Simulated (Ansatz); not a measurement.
# Zr(0001) with 2 thermally displaced layers, 2x2: scattering by thermal displacements

Wanted: the phonon-limited resistivity of Zr at 500 K by the Landauer route. The measured value for the pure metal at this temperature is 76.5 µΩ cm (CRC Handbook of Chemistry and Physics, 84th ed., 2003, Electrical Resistivity of Pure Metals).

Calculated with Ansatz 0.2.0; Ansatz plane-wave DFT, PBE, PAW files; ballistic transport by layer matching (Landauer), zero bias; PAW set soft_1.

## Step 1: The starting structure

The cell holds 48 atoms: 48 Zr. Cell: a = 6.464 Å, b = 6.464 Å, c = 30.882 Å, α = 90.0°, β = 90.0°, γ = 120.0°. It derives from Zr. Regions: lead, 40 atoms (40 Zr); scattering region, 8 atoms (8 Zr). The structure is stacked along c, and the current runs across the ab planes.

## Step 2: With 2 displaced layers

Each atom of 2 layers is moved at random, by amounts drawn from a normal law 0.0975 Å wide in each direction from the Debye model (291 K) at 500 K. The layers about the cell's end stay perfect and serve as the lead. Disorder leaves little or no symmetry, which makes such runs dear. Energies from -0.05 to 0.05 eV in steps of 0.05 eV are too few for the program's thermal sum, so it prints no conductance; for a metal the transmission near the Fermi level serves, at a fraction of the cost.

input.yaml

```yaml
crystal:
  lattice:
    - [6.464, 0.0, 0.0]
    - [-3.232, 5.5979882101, 0.0]
    - [0.0, 0.0, 30.882]
  atoms:
    - { symbol: Zr, position: [0.1666666667, 0.3333333333, 0.0416666667] }
    - { symbol: Zr, position: [0.1666666667, 0.8333333333, 0.0416666667] }
    - { symbol: Zr, position: [0.6666666667, 0.3333333333, 0.0416666667] }
    - { symbol: Zr, position: [0.6666666667, 0.8333333333, 0.0416666667] }
    - { symbol: Zr, position: [0.3333333333, 0.1666666667, 0.125] }
    - { symbol: Zr, position: [0.3333333333, 0.6666666667, 0.125] }
    - { symbol: Zr, position: [0.8333333333, 0.1666666667, 0.125] }
    - { symbol: Zr, position: [0.8333333333, 0.6666666667, 0.125] }
    - { symbol: Zr, position: [0.1666666667, 0.3333333333, 0.2083333333] }
    - { symbol: Zr, position: [0.1666666667, 0.8333333333, 0.2083333333] }
    - { symbol: Zr, position: [0.6666666667, 0.3333333333, 0.2083333333] }
    - { symbol: Zr, position: [0.6666666667, 0.8333333333, 0.2083333333] }
    - { symbol: Zr, position: [0.3333333333, 0.1666666667, 0.2916666667] }
    - { symbol: Zr, position: [0.3333333333, 0.6666666667, 0.2916666667] }
    - { symbol: Zr, position: [0.8333333333, 0.1666666667, 0.2916666667] }
    - { symbol: Zr, position: [0.8333333333, 0.6666666667, 0.2916666667] }
    - { symbol: Zr, position: [0.1666666667, 0.3333333333, 0.375] }
    - { symbol: Zr, position: [0.1666666667, 0.8333333333, 0.375] }
    - { symbol: Zr, position: [0.6666666667, 0.3333333333, 0.375] }
    - { symbol: Zr, position: [0.6666666667, 0.8333333333, 0.375] }
    - { symbol: Zr, position: [0.3340794078, 0.1643656427, 0.4603554005] }
    - { symbol: Zr, position: [0.3302505186, 0.6573362907, 0.4594750317] }
    - { symbol: Zr, position: [0.8612518194, 0.1831630765, 0.4561113634] }
    - { symbol: Zr, position: [0.8088168456, 0.655810371, 0.4584638158] }
    - { symbol: Zr, position: [0.1296891007, 0.3295223847, 0.5377328339] }
    - { symbol: Zr, position: [0.1508807322, 0.8238533421, 0.5406679822] }
    - { symbol: Zr, position: [0.6819552701, 0.3514920003, 0.541260832] }
    - { symbol: Zr, position: [0.6814859474, 0.8217468646, 0.5427765227] }
    - { symbol: Zr, position: [0.3333333333, 0.1666666667, 0.625] }
    - { symbol: Zr, position: [0.3333333333, 0.6666666667, 0.625] }
    - { symbol: Zr, position: [0.8333333333, 0.1666666667, 0.625] }
    - { symbol: Zr, position: [0.8333333333, 0.6666666667, 0.625] }
    - { symbol: Zr, position: [0.1666666667, 0.3333333333, 0.7083333333] }
    - { symbol: Zr, position: [0.1666666667, 0.8333333333, 0.7083333333] }
    - { symbol: Zr, position: [0.6666666667, 0.3333333333, 0.7083333333] }
    - { symbol: Zr, position: [0.6666666667, 0.8333333333, 0.7083333333] }
    - { symbol: Zr, position: [0.3333333333, 0.1666666667, 0.7916666667] }
    - { symbol: Zr, position: [0.3333333333, 0.6666666667, 0.7916666667] }
    - { symbol: Zr, position: [0.8333333333, 0.1666666667, 0.7916666667] }
    - { symbol: Zr, position: [0.8333333333, 0.6666666667, 0.7916666667] }
    - { symbol: Zr, position: [0.1666666667, 0.3333333333, 0.875] }
    - { symbol: Zr, position: [0.1666666667, 0.8333333333, 0.875] }
    - { symbol: Zr, position: [0.6666666667, 0.3333333333, 0.875] }
    - { symbol: Zr, position: [0.6666666667, 0.8333333333, 0.875] }
    - { symbol: Zr, position: [0.3333333333, 0.1666666667, 0.9583333333] }
    - { symbol: Zr, position: [0.3333333333, 0.6666666667, 0.9583333333] }
    - { symbol: Zr, position: [0.8333333333, 0.1666666667, 0.9583333333] }
    - { symbol: Zr, position: [0.8333333333, 0.6666666667, 0.9583333333] }
kpoints:
  mp_grid: { grid: [4, 4, 1] }
hamiltonian:
  xc: pbe
  pseudopotentials: { kind: paw, azcp: { folder: soft_1 } }
scf:
  occupations: { method: fermi_dirac, width: 0.1 }
output:
  transmission: { leads: [[0, 8]], kmesh: [8, 8], e_range: [-0.05, 0.05], de: 0.05 }
  write_potential: true
  write_density: true
  volumetric_format: npy
  elf: true
```

Launch:

```sh
ansatz run input.yaml --threads 4 --pin off --max-ram 15360MiB --backend cpu --events-out ev --progress --plain --runs-dir out
```

Numbers of over 12 decimals in the logs are rounded to 6 here.

Output:

```text
Engine: ansatz 0.2.0, aarch64-unknown-linux-gnu
Pseudopotentials: kind: paw
Pseudopotential: Zr, paw, valence charge 12, recommended cutoff 420 eV (normal), soft_1/Zr.paw.azcp
Functional definition: PBE
  parameter kappa = 0.804
  parameter beta = 0.066725
  exchange = pbe_x(kappa = kappa, mu = beta*pi^2/3)
  correlation = pbe_c(beta = beta)
Crystal: 48 atoms, lattice volume = 1117.477 Å³
Basis set: ecut = 420 eV, 21835 PW (Γ)
Bands: 346, of which v1, the nominal top of the filled ones, is band 288 counted from 1 (287 counted from 0)
Symmetry: 1 space group operations
Space group: P1 (ITA 1), of the structure as read, at distance tolerance 1.0e-4 Å
k-points: 10 of 16 (time reversal used)
Non-local potential: Zr, projectors of the file, l = 0: 3, l = 1: 2, l = 2: 2, l = 3: 1
PAW form: soft (Blöchl's): semilocal exchange-correlation on the pseudo side does not see the compensation charge
PAW one-centre angular grid: Zr, 590 points (default); XC on 64 Gauss nodes
Initial density: superposition of atomic densities (chi_scale 0.1, normalization cell)
Initial wavefunctions: pseudopotential atomic-orbital guess
Functional: x = pbe(κ = 0.804, μ = 0.219515), c = pbe(β = 0.066725)
SCF iter   1: F=—  HF=-200829.800628 eV  |F-HF|=—  |Δ(HF+E_count)|=         —  Δρ=2.91e-2  dr2=1.73e1  ethr=3.10e-3  ⟨swp⟩=5.2  Hψ=13158  notcnv=0
preconditioner: auto → Kerker (q_TF=auto, 2.443 Å⁻¹)  [metal: Δε(μ)=0.016 eV  Ē_g=2.597 eV  σ=0.100 eV  W_gap=0.04  n_scr=294 (ndim 8)  ℏωp=15.4 eV  f_vac=0.000  D(μ)=45.74/eV (n_scr^D=380)]
SCF iter   2: F=—  HF=-200826.788131 eV  |F-HF|=—  |Δ(HF+E_count)|=    3.01e0  Δρ=1.77e-2  dr2=4.59e0  ethr=3.00e-3  ⟨swp⟩=2.0  Hψ=4199  notcnv=0
SCF iter   3: F=—  HF=-200825.516034 eV  |F-HF|=—  |Δ(HF+E_count)|=    1.27e0  Δρ=4.12e-3  dr2=5.43e-1  ethr=7.97e-4  ⟨swp⟩=3.0  Hψ=6639  notcnv=0
SCF iter   4: F=—  HF=-200825.484470 eV  |F-HF|=—  |Δ(HF+E_count)|=   3.16e-2  Δρ=9.45e-4  dr2=3.27e-2  ethr=9.42e-5  ⟨swp⟩=2.0  Hψ=4203  notcnv=0
SCF iter   5: F=—  HF=-200825.483390 eV  |F-HF|=—  |Δ(HF+E_count)|=   1.08e-3  Δρ=3.07e-4  dr2=3.14e-3  ethr=5.68e-6  ⟨swp⟩=2.0  Hψ=5891  notcnv=0
SCF iter   6: F=—  HF=-200825.483205 eV  |F-HF|=—  |Δ(HF+E_count)|=   1.86e-4  Δρ=9.94e-5  dr2=2.62e-4  ethr=5.45e-7  ⟨swp⟩=2.6  Hψ=6754  notcnv=0
SCF iter   7: F=—  HF=-200825.483190 eV  |F-HF|=—  |Δ(HF+E_count)|=   1.49e-5  Δρ=2.71e-5  dr2=2.73e-5  ethr=4.54e-8  ⟨swp⟩=2.1  Hψ=5389  notcnv=0
SCF iter   8: F=—  HF=-200825.483308 eV  |F-HF|=—  |Δ(HF+E_count)|=   1.19e-4  Δρ=9.27e-6  dr2=3.20e-6  ethr=4.73e-9  ⟨swp⟩=2.1  Hψ=5250  notcnv=0
SCF iter   9: F=—  HF=-200825.483308 eV  |F-HF|=—  |Δ(HF+E_count)|=   1.25e-7  Δρ=2.38e-6  dr2=2.16e-7  ethr=5.55e-10  ⟨swp⟩=2.1  Hψ=4091  notcnv=0
SCF iter  10: F=-200825.483308 eV  HF=-200825.483308 eV  |F-HF|=7.54e-8  |Δ(HF+E_count)|=   3.41e-9  Δρ=1.06e-6  dr2=8.14e-8  ethr=1.74e-11  ⟨swp⟩=9.2  Hψ=8036  notcnv=0
SCF 1 converged in 10 iterations: F = -200825.483308 eV  dr2 = 8.14e-8
  greatest PAW one-centre occupation: 0.997 electrons in one spin orbital (limit 2), on the Zr atom at site 24 (counted from 0), in its partial waves of l = 0
transmission: 168 of 1666 steps passed
transmission: 342 of 1666 steps passed
[...]
transmission: 1666 of 1666 steps passed
SCF converged after 10 iterations
Free energy (F): -200825.483308 eV
Harris-Foulkes:  -200825.483308 eV  (|F-HF|=7.54e-8)
Internal energy: -200823.723233 eV  (E = F + TS)
E sigma→0 (E₀):  -200824.603270 eV
Entropy (-TS):   -1.760076 eV (-36.668 meV/atom)
Fermi energy:    13.951786 eV
--- Per-component energies (eV) ---
  E_band       = -4664.196448
  E_kinetic    = 15154.112905
  E_local      = -29075.319595  (includes V_loc(G=0)·N_el)
  E_nonlocal   = 3605.012214
  E_hartree    = 9470.169871
  E_xc         = -7417.734302
  E_vxc        = -8764.551183  (∫ρ·V_xc dr)
  E_paw        = -142266.777033  (= ΣΔE_a)
  E_vpaw       = -4523.787013  (= ΣTr[D̂ρ^β])
  E_aug_tail   = -0.001205  (compensation charges beyond the density's cutoff)
  E_ewald      = -50293.186088
  E_smearing   = -1.760076  (= −TS)
  E_closure    = -0.000000  (closes the sum)
  Σ components = -200825.483308   (vs F -200825.483308, Δ=0.00e0)
--- Band table (eV; the first three rows and the last of 10) ---
  k-point 0: bands = [... 284 lower, 14.5186, 14.5937, 14.6130, 14.6341, 14.6431, 14.6637, 14.6702, 14.6745, ... 54 higher]
  k-point 1: bands = [... 284 lower, 14.1239, 14.1328, 14.1493, 14.1619, 14.1870, 14.2053, 14.2072, 14.2920, ... 54 higher]
  k-point 2: bands = [... 284 lower, 13.5917, 13.5963, 13.6592, 13.6894, 13.8406, 13.8632, 13.8933, 13.9021, ... 54 higher]
  k-point 9: bands = [... 284 lower, 13.5848, 13.6018, 13.6428, 13.6841, 13.8612, 13.8734, 13.9004, 13.9104, ... 54 higher]
--- Transmission ---
  basis      : 313 plane waves across, 49 finite elements along
  points     : 34, standing for a mesh of 8 x 8
  energies   : 3 from -0.050000 to 0.050000 eV about the Fermi level, 0.050000 eV apart; the leads are filled to 0.000000 eV, and channels, transmission and decay are at 0.000000 eV
  crystal 0  : Zr8, at the sites [0, 8], period 5.1470 Å, over 25.74 Å; its Hamiltonian steps by up to 13.3 meV
    offset         : up to 0.0000 Å between an atom of the period and one for which it stands
    channels       : 2.625000e0 a spin
    conductance    : none, the energies end too early or step too widely for 300 K: set another output.transmission.e_range or a lower de, or, where they end at an eighth of basis.ecutwfc, a higher one
    slowest decay  : 0.0512 /Å at (0.0000, 0.0000)
  junction   : crystal 0 to crystal 0, 0.70 to 26.43 Å
    transmission   : 2.004838e0 a spin
    conductance    : none, the energies end too early or step too widely for 300 K: set another output.transmission.e_range or a lower de, or, where they end at an eighth of basis.ecutwfc, a higher one
```

Wall time 14 min (4 threads of Arm Neoverse V1, shared host); peak memory 7.3 GiB.

The column dr2 measures how far the density is from self-consistency, as an energy; F and HF (Harris–Foulkes) agree once it is small.

This step gave:

```yaml
free_energy: -200825.4833 eV
energy_at_zero_smearing: -200824.6033 eV
fermi_energy: 13.95 eV
cell_area: 36.19 Å²
transmission_per_spin_nearest_the_fermi_level: 2.005
open_channels_per_spin_nearest_the_fermi_level: 2.625
step_of_the_lead_s_potential: 13.3 meV
```

Per spin. The transmission, zone mean by energy, zero at the Fermi level:

```csv
energy (eV),"transmission, zone mean"
-0.0500,2.31
0.0000,2.00
0.0500,2.10
```

Per spin. Open channels, zone mean, lead against energy, zero at the Fermi level:

```csv
energy (eV),"open channels, zone mean, lead"
-0.0500,2.81
0.0000,2.62
0.0500,2.84
```

Transmission over k1 and k2. At 0.0000 eV from the Fermi level.

Values, 8 rows by 8 columns:
```
1.71 3.54 3.46 3.41 3.31 0.94 1.31 1.04
1.47 2.77 1.96 1.95 1.95 3.29 1.24 1.00
0.98 2.25 1.93 1.77 1.79 1.93 2.58 1.03
2.86 3.36 1.93 1.76 0.00 1.76 1.93 3.36
0.98 1.03 2.58 1.93 1.79 1.77 1.93 2.25
1.47 1.00 1.24 3.29 1.95 1.95 1.96 2.77
1.71 1.04 1.31 0.94 3.31 3.41 3.46 3.54
3.41 1.30 1.43 1.21 2.84 1.21 1.43 1.30
```
Columns: k1 (b1) from -0.5 to 0.375; rows upwards: k2 (b2) from -0.5 to 0.375.

Open channels over k1 and k2. At 0.0000 eV from the Fermi level.

Ten even steps from '0' (0.00) to '9' (4.00):
```
59999555
59555955
59555595
99550559
55955559
55595559
55559999
95559555
```
Columns: k1 (b1) from -0.5 to 0.375; rows upwards: k2 (b2) from -0.5 to 0.375.

Valence density in the ca plane at fractional y = 0.164, with atoms of Zr within 0.2 Å of it. It is the smooth field of the valence electrons, not physical close to the nuclei.

Values in e/Å³, 9 rows by 16 columns, each cell a mean:
```
0.3 2.1 0.9 0.2 0.2 0.3 2.4 1.5 0.2 0.3 0.2 1.4 1.7 0.2 0.2 0.2
0.4 3.6 1.9 0.2 0.2 0.3 3.2 2.1 0.2 0.2 0.2 2.6 3.1 0.3 0.2 0.2
0.2 1.3 0.6 0.2 0.3 0.2 0.8 0.5 0.2 0.2 0.2 0.9 1.1 0.2 0.3 0.2
0.2 0.2 0.2 0.3 0.6 0.2 0.2 0.1 0.2 0.4 0.2 0.2 0.2 0.2 0.6 0.3
0.2 0.7 0.4 0.2 0.3 0.2 0.6 0.5 0.2 0.2 0.2 0.5 0.6 0.2 0.3 0.2
0.4 3.4 1.7 0.2 0.2 0.2 2.7 2.5 0.2 0.2 0.2 2.3 2.8 0.3 0.2 0.2
0.3 2.8 1.3 0.2 0.2 0.2 2.2 2.0 0.2 0.2 0.2 1.9 2.3 0.2 0.2 0.2
0.2 0.4 0.2 0.2 0.4 0.2 0.3 0.3 0.2 0.3 0.1 0.3 0.3 0.2 0.4 0.2
0.2 0.2 0.2 0.2 0.5 0.2 0.3 0.2 0.3 0.6 0.2 0.2 0.2 0.2 0.5 0.2
```
Columns run along c (16.0 Å, from fractional 0.24 to 0.76 of the cell), rows up along a (6.5 Å). Atoms in or near the plane, at fractional coordinates: Zr at (0.29, 0.33), Zr at (0.29, 0.83), Zr at (0.46, 0.33), Zr at (0.46, 0.86), Zr at (0.62, 0.33), Zr at (0.62, 0.83).

Electrostatic potential energy in the ca plane at fractional y = 0.164, with atoms of Zr within 0.2 Å of it. With pseudopotentials it is smooth inside the atoms' cores, unlike the true potential.

Values in eV, 9 rows by 16 columns, each cell a mean:
```
 10 -24  -6  13  12  10 -28 -15  12   9  13 -13 -19  12  12  13
  5 -41 -19  15  15   9 -37 -22  14  15  13 -29 -36  11  15  14
 11 -13   1  12  10  13  -3   3  14  11  13  -5  -9  13  10  13
 14  12  14   9  -1  13  14  14  13   4  13  14  13  13  -1   9
 12  -3   6  12   7  13   1   2  13  10  13   3   0  13   7  12
  6 -39 -17  14  15  12 -31 -29  13  15  13 -26 -33  11  15  14
  8 -33 -12  14  14  12 -25 -22  13  15  14 -21 -27  12  14  14
 13   5  10  10   3  13   8   8  12   6  14   9   7  13   3  11
 14  11  13  10   1  13   8  11   9  -3  12  12  11  13   1  10
```
Columns run along c (16.0 Å, from fractional 0.24 to 0.76 of the cell; values clipped at the 3rd and 97th percentile), rows up along a (6.5 Å). Atoms in or near the plane, at fractional coordinates: Zr at (0.29, 0.33), Zr at (0.29, 0.83), Zr at (0.46, 0.33), Zr at (0.46, 0.86), Zr at (0.62, 0.33), Zr at (0.62, 0.83).

ELF in the ca plane at fractional y = 0.164, with atoms of Zr within 0.2 Å of it. It is the smooth field of the valence electrons, not physical close to the nuclei.

Ten even steps from '0' (0.15) to '9' (0.76), each cell a mean:
```
20058720121001201799501101102102785002100122
41598982255556416967931432245228989514655562
51792594268888527935942677787249529725888873
41697893256566514999822676676239879514666663
20168840121112210466202321123104886102211122
12001101200210021000022000000210110021012001
03321124201431024211243001200342112330034201
03310013201330023100122001100331001331023101
11013300110000120134201100001201331011000002
30289961143223411699820333233116998213322342
41695793268777614965971477664149759615877773
41793694268878614954971478774149639715887873
30389971144334411799830454443117998314433442
21035410110100120145201211002101453012101012
13200012201320033100122002100321000231023101
03421134201441034100242024400342112430034201
12100002200210010021011014300210000121012001
```
Columns run along c (16.0 Å, from fractional 0.24 to 0.76 of the cell), rows up along a (6.5 Å). Atoms in or near the plane, at fractional coordinates: Zr at (0.29, 0.33), Zr at (0.29, 0.83), Zr at (0.46, 0.33), Zr at (0.46, 0.86), Zr at (0.62, 0.33), Zr at (0.62, 0.83).

Over the solved energies the transmission per spin lies between 2.00 and 2.31, out of 2.76 channels of the lead on average (up to 2.84).

(Part 1 of 2 ends here.)

[Logs are printed without paths, hosts, clocks, repeated set-up lines and the standing remarks that a program may print on its own settings, such as how far it seeks lower states.]

[Hosts, paths, dates, database ids (printed as entryN), source tags and the programs' standing remarks are cut or masked in the printed files.]
